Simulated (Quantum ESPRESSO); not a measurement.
# CaMn2As2: orders under volume

Wanted: the trend of the moments of CaMn2As2 with volume.

Method: PBEsol; plane waves with GBRV 1.5 PBEsol potentials, no spin-orbit coupling, in Quantum ESPRESSO 7.5.

This is a report of a sequence of runs, with most program output left out.

## 1. Set-up

It takes space group P-3m1 (No. 164, trigonal). Conventional cell: a = 4.000 Å, b = 4.000 Å, c = 6.996 Å, α = 90.00°, β = 90.00°, γ = 120.00°. Ca has 6 As at 2.99 Å nearest. Nearest to Mn lie 4 As at 2.41 to 2.44 Å. Nearest to As lie 4 Mn at 2.41 to 2.44 Å and 3 Ca at 2.99 Å. Farther neighbours are not listed.

The cell comes from Materials Project 2023-11-01, a database of computed structures, and need not be the stable phase.

## 2. Volume 0.8, ferro ++

All lengths scale alike; the factor is that of the volume. Atoms keep their fractional places. Seeded atoms are those given a starting moment.

The input, pw.in:

```
&CONTROL
  calculation = 'scf'
  prefix = 'pwscf'
  outdir = './tmp'
  pseudo_dir = './pseudo'
  disk_io = 'nowf'
  tprnfor = .true.
  tstress = .true.
/
&SYSTEM
  ibrav = 0
  nat = 5
  ntyp = 3
  ecutwfc = 40
  ecutrho = 280
  nbnd = 38
  occupations = 'smearing'
  smearing = 'fd'
  degauss = 0.00734986
  nspin = 2
  starting_magnetization(1) = 0
  starting_magnetization(2) = 0.2333
  starting_magnetization(3) = 0
/
&ELECTRONS
  conv_thr = 1d-08
  electron_maxstep = 150
  mixing_beta = 0.3
/
ATOMIC_SPECIES
Ca     40.0780 ca_pbesol_v1.uspp.F.UPF
Mn     54.9380 mn_pbesol_v1.5.uspp.F.UPF
As     74.9216 as_pbesol_v1.uspp.F.UPF
CELL_PARAMETERS angstrom
   3.7135845716    0.0000000000    0.0000000000
  -1.8567922858    3.2160585781    0.0000000000
   0.0000000000    0.0000000000    6.4940794282
ATOMIC_POSITIONS crystal
Ca      0.0000000000    0.0000000000    0.0000000000
Mn      0.3333333300    0.6666666700    0.6158690000
Mn      0.6666666700    0.3333333300    0.3841310000
As      0.6666666700    0.3333333300    0.7290990000
As      0.3333333300    0.6666666700    0.2709010000
K_POINTS automatic
8 8 4 0 0 0
```

Launch:

```bash
> OMP_NUM_THREADS=1 mpirun -n 4 pw.x -nk 4 -in pw.in > pw.out
```

The job ended after 97 s (4 MPI ranks of Intel Xeon Platinum 8259CL at 2.50GHz (Skylake/Cascade Lake), shared host; peak memory 0.55 GiB).

Spin moment in the atom's sphere by atom:

| atom | spin moment in the atom's sphere (μB) |
| --- | --- |
| Ca1 | -0.01 |
| Mn2 | 1.64 |
| Mn3 | 1.64 |
| As4 | -0.05 |
| As5 | -0.05 |

Numbers from this step:

```yaml
smearing_term_ts: 0.1020 eV
pressure: 20.76 GPa
magnetization: 3.41 μB
absolute_magnetization: 3.832 μB
final_state: ferromagnetic
```

## 3. Volume 0.8, antiferro +-

Edit pw.in of step 2 so:

```diff
@@ -12,6 +12,6 @@
   nat = 5
-  ntyp = 3
+  ntyp = 4
   ecutwfc = 40
   ecutrho = 280
-  nbnd = 38
+  nbnd = 34
   occupations = 'smearing'
@@ -22,3 +22,4 @@
   starting_magnetization(2) = 0.2333
-  starting_magnetization(3) = 0
+  starting_magnetization(3) = -0.2333
+  starting_magnetization(4) = 0
 /
@@ -31,3 +32,4 @@
 Ca     40.0780 ca_pbesol_v1.uspp.F.UPF
-Mn     54.9380 mn_pbesol_v1.5.uspp.F.UPF
+Mn1    54.9380 mn_pbesol_v1.5.uspp.F.UPF
+Mn2    54.9380 mn_pbesol_v1.5.uspp.F.UPF
 As     74.9216 as_pbesol_v1.uspp.F.UPF
@@ -39,4 +41,4 @@
 Ca      0.0000000000    0.0000000000    0.0000000000
-Mn      0.3333333300    0.6666666700    0.6158690000
-Mn      0.6666666700    0.3333333300    0.3841310000
+Mn1     0.3333333300    0.6666666700    0.6158690000
+Mn2     0.6666666700    0.3333333300    0.3841310000
 As      0.6666666700    0.3333333300    0.7290990000
```

It took 1.8 min on 4 MPI ranks; peak memory 0.55 GiB.

Spin moment in the atom's sphere by atom:

| atom | spin moment in the atom's sphere (μB) |
| --- | --- |
| Ca1 | 0.00 |
| Mn2 | 1.75 |
| Mn3 | -1.75 |
| As4 | -0.02 |
| As5 | 0.02 |

Numbers from this step:

| Item | Value |
| --- | --- |
| smearing term TS | 0.1470 eV |
| pressure | 22.35 GPa |
| magnetization | 0 μB |
| absolute magnetization | 4.134 μB |
| final state | antiferromagnetic |

## 4. Volume 0.8, no spin polarisation

The input, pw.in:

```
&CONTROL
  calculation = 'scf'
  prefix = 'pwscf'
  outdir = './tmp'
  pseudo_dir = './pseudo'
  disk_io = 'nowf'
  tprnfor = .true.
  tstress = .true.
/
&SYSTEM
  ibrav = 0
  nat = 5
  ntyp = 3
  ecutwfc = 40
  ecutrho = 280
  nbnd = 34
  occupations = 'smearing'
  smearing = 'fd'
  degauss = 0.00734986
/
&ELECTRONS
  conv_thr = 1d-08
  electron_maxstep = 150
  mixing_beta = 0.3
/
ATOMIC_SPECIES
Ca     40.0780 ca_pbesol_v1.uspp.F.UPF
Mn     54.9380 mn_pbesol_v1.5.uspp.F.UPF
As     74.9216 as_pbesol_v1.uspp.F.UPF
CELL_PARAMETERS angstrom
   3.7135845716    0.0000000000    0.0000000000
  -1.8567922858    3.2160585781    0.0000000000
   0.0000000000    0.0000000000    6.4940794282
ATOMIC_POSITIONS crystal
Ca      0.0000000000    0.0000000000    0.0000000000
Mn      0.3333333300    0.6666666700    0.6158690000
Mn      0.6666666700    0.3333333300    0.3841310000
As      0.6666666700    0.3333333300    0.7290990000
As      0.3333333300    0.6666666700    0.2709010000
K_POINTS automatic
8 8 4 0 0 0
```

It took 44 s on 4 MPI ranks; peak memory 0.46 GiB.

Numbers from this step:

* smearing term TS: 0.2047 eV
* pressure: 16.88 GPa
* final state: non-magnetic (no spin polarisation)

## 5. Volume 1.16, ferro ++

Edit pw.in of step 4 so:

```diff
@@ -15,3 +15,3 @@
   ecutrho = 280
-  nbnd = 34
+  nbnd = 38
   occupations = 'smearing'
@@ -19,2 +19,6 @@
   degauss = 0.00734986
+  nspin = 2
+  starting_magnetization(1) = 0
+  starting_magnetization(2) = 0.2333
+  starting_magnetization(3) = 0
 /
@@ -30,5 +34,5 @@
 CELL_PARAMETERS angstrom
-   3.7135845716    0.0000000000    0.0000000000
-  -1.8567922858    3.2160585781    0.0000000000
-   0.0000000000    0.0000000000    6.4940794282
+   4.2032251387    0.0000000000    0.0000000000
+  -2.1016125694    3.6400997479    0.0000000000
+   0.0000000000    0.0000000000    7.3503315675
 ATOMIC_POSITIONS crystal
```

It took 2.2 min on 4 MPI ranks; peak memory 0.7 GiB.

This step gave:

| Quantity | Value |
| --- | --- |
| smearing term TS | 0.1896 eV |
| pressure | -6.949 GPa |
| magnetization | 7.549 μB |
| absolute magnetization | 7.948 μB |
| final state | ferromagnetic |
| largest moment | 3.463 μB |

## 6. What a mistake does

As a test, an input with a fault in it is run.

Edit pw.in of step 5 so:

```diff
@@ -16,5 +16,3 @@
   nbnd = 38
-  occupations = 'smearing'
-  smearing = 'fd'
-  degauss = 0.00734986
+  occupations = 'fixed'
   nspin = 2
@@ -26,3 +24,3 @@
   conv_thr = 1d-08
-  electron_maxstep = 150
+  electron_maxstep = 100
   mixing_beta = 0.3
@@ -34,5 +32,5 @@
 CELL_PARAMETERS angstrom
-   4.2032251387    0.0000000000    0.0000000000
-  -2.1016125694    3.6400997479    0.0000000000
-   0.0000000000    0.0000000000    7.3503315675
+   4.0003377127    0.0000000000    0.0000000000
+  -2.0001688564    3.4643940829    0.0000000000
+   0.0000000000    0.0000000000    6.9955350000
 ATOMIC_POSITIONS crystal
```

Elapsed: 0.77 s, on 4 MPI ranks; peak memory 0.05 GiB.

The input was rejected at the start.

The program's message: “iosys (1): fixed occupations and lsda need tot_magnetization”

The fault put into the input: fixed occupations for a magnet without a total moment.

## 7. Trends

The runs not shown differ from these in the moved quantity alone.

Final states:

| volume | ferro ++ | antiferro +- | no spin polarisation |
| --- | --- | --- | --- |
| 0.8 | ferromagnetic | antiferromagnetic | non-magnetic |
| 0.86 | ferromagnetic | antiferromagnetic | non-magnetic |
| 0.92 | ferromagnetic | antiferromagnetic | non-magnetic |
| 0.96 | ferromagnetic | antiferromagnetic | non-magnetic |
| 1 | ferromagnetic | antiferromagnetic | non-magnetic |
| 1.05 | ferromagnetic | antiferromagnetic | non-magnetic |
| 1.1 | ferromagnetic | antiferromagnetic | non-magnetic |
| 1.16 | ferromagnetic | antiferromagnetic | non-magnetic |

The largest site moment by volume:

| volume (factor) | ferro ++ (μB) | antiferro +- (μB) |
| --- | --- | --- |
| 0.800 | 1.64 | 1.75 |
| 0.860 | 1.88 | 2.34 |
| 0.920 | 2.15 | 2.75 |
| 0.960 | 2.34 | 2.96 |
| 1.000 | 2.53 | 3.15 |
| 1.050 | 2.78 | 3.34 |
| 1.100 | 3.06 | 3.51 |
| 1.160 | 3.46 | 3.67 |

The energy less that of the parallel start by volume; values in meV a seeded atom:

| volume (factor) | antiferro +- | no spin polarisation |
| --- | --- | --- |
| 0.800 | 52.6 | 110 |
| 0.860 | -0.515 | 186 |
| 0.920 | -82.4 | 275 |
| 0.960 | -141 | 344 |
| 1.000 | -198 | 421 |
| 1.050 | -263 | 529 |
| 1.100 | -313 | 653 |
| 1.160 | -343 | 827 |

Table of energy over the lowest by volume; values in meV an atom:

| volume (factor) | ferro ++ | antiferro +- | no spin polarisation |
| --- | --- | --- | --- |
| 0.800 | 215 | 236 | 259 |
| 0.860 | 108 | 108 | 182 |
| 0.920 | 68.0 | 35.0 | 178 |
| 0.960 | 66.6 | 10.1 | 204 |
| 1.000 | 79.3 | 0 | 248 |
| 1.050 | 109 | 4.08 | 321 |
| 1.100 | 148 | 23.2 | 409 |
| 1.160 | 199 | 61.7 | 530 |

## 8. What came out

```json
{
 "moment, parallel start": "1.64 to 3.46 μB",
 "states met from these starts": "antiferromagnetic and ferromagnetic"
}
```

What this shows: The moment of the parallel start goes from 1.64 μB at 0.8 to 3.46 μB at 1.16. The net moment of the cell goes from 3.41 to 7.55 μB. The radius of the spheres follows the nearest distance, so part of the change of the site moments is the spheres'. The largest moment of the start antiferro +- lies between 1.75 and 3.67 μB. The start antiferro +- crosses the parallel one in energy within the series: it lies lower at 0.92, 0.96, 1, 1.05, 1.1 and 1.16. Energies are free energies at an electronic temperature of 1160 K, which lowers moments and differences where the moments are itinerant.

[Logs and program files are shortened in this print: banners, set-up blocks, solver, clock and traceback lines can be left out without a mark of their own.]

[Logs are printed without paths, hosts, clocks, repeated set-up lines and the standing remarks that a program may print on its own settings, such as how far it seeks lower states.]

[Hosts, paths, dates, database ids (printed as entryN), source tags and the programs' standing remarks are cut or masked in the printed files.]

[Where a cell is said to come from a database of computed structures, the database is the Materials Project.]
